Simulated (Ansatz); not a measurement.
# Leakage through CaO between Ta(100) and Ta(100): one more thickness

The current through thinner CaO barriers is known. What leaks through 5 layers at 0.25 V?

How it was computed: Ansatz 0.2.0, plane waves with PAW datasets, PBE; a slab with two metal leads whose outer parts are reservoirs, with density and current solved under bias (Landauer, 300 K). The CaO is strained to the lead's lattice, the interfaces are relaxed in a short slab (PBE+D3(BJ)), and bulk layers are laid on.

The runs, with one result withheld:

```
layers of CaO  cell length (Å)  drop between the leads' cuts at 0.25 V (V)  current density at 0.25 V (A/m²)
            1            62.68                                       0.210                         8.02×10¹³
            3            67.55                                       0.239                         1.62×10¹³
            4            69.99                                       0.247                         6.08×10¹²
            5            72.41                                       0.249                                 ?
```

**Fit on the rows shown.**

Deep in a barrier the current should fall by a fixed factor for each layer; the steps shown give 2.2 and 2.7 per layer. A straight line through ln J for 3 and 4 layers has the slope −0.9774 per layer, a factor of 2.7; with about 2.44 Å per layer that is β = 0.40 Å⁻¹. Then J = exp(33.346 − 0.9774 × 5). Predicted: 2.29×10¹² A/m².

**The withheld run.**

2.61×10¹² A/m², so the prediction is 12 % too low. From 4 to 5 layers the current falls by 2.3 per layer, against the fitted 2.7.

**Limits.** On every other k-point the currents of these runs, at any bias, move by up to 22 %. A semilocal functional makes the barrier's gap too small; each thickness has its own relaxed interfaces. At 5 layers the conductance at 0 V times the bias is 2.0 times the current, a sign of narrow levels at zero bias or of coarse sampling. Spin-orbit coupling is left out, which matters for Ta.

[Logs are printed without paths, hosts, clocks, repeated set-up lines and the standing remarks that a program may print on its own settings, such as how far it seeks lower states.]
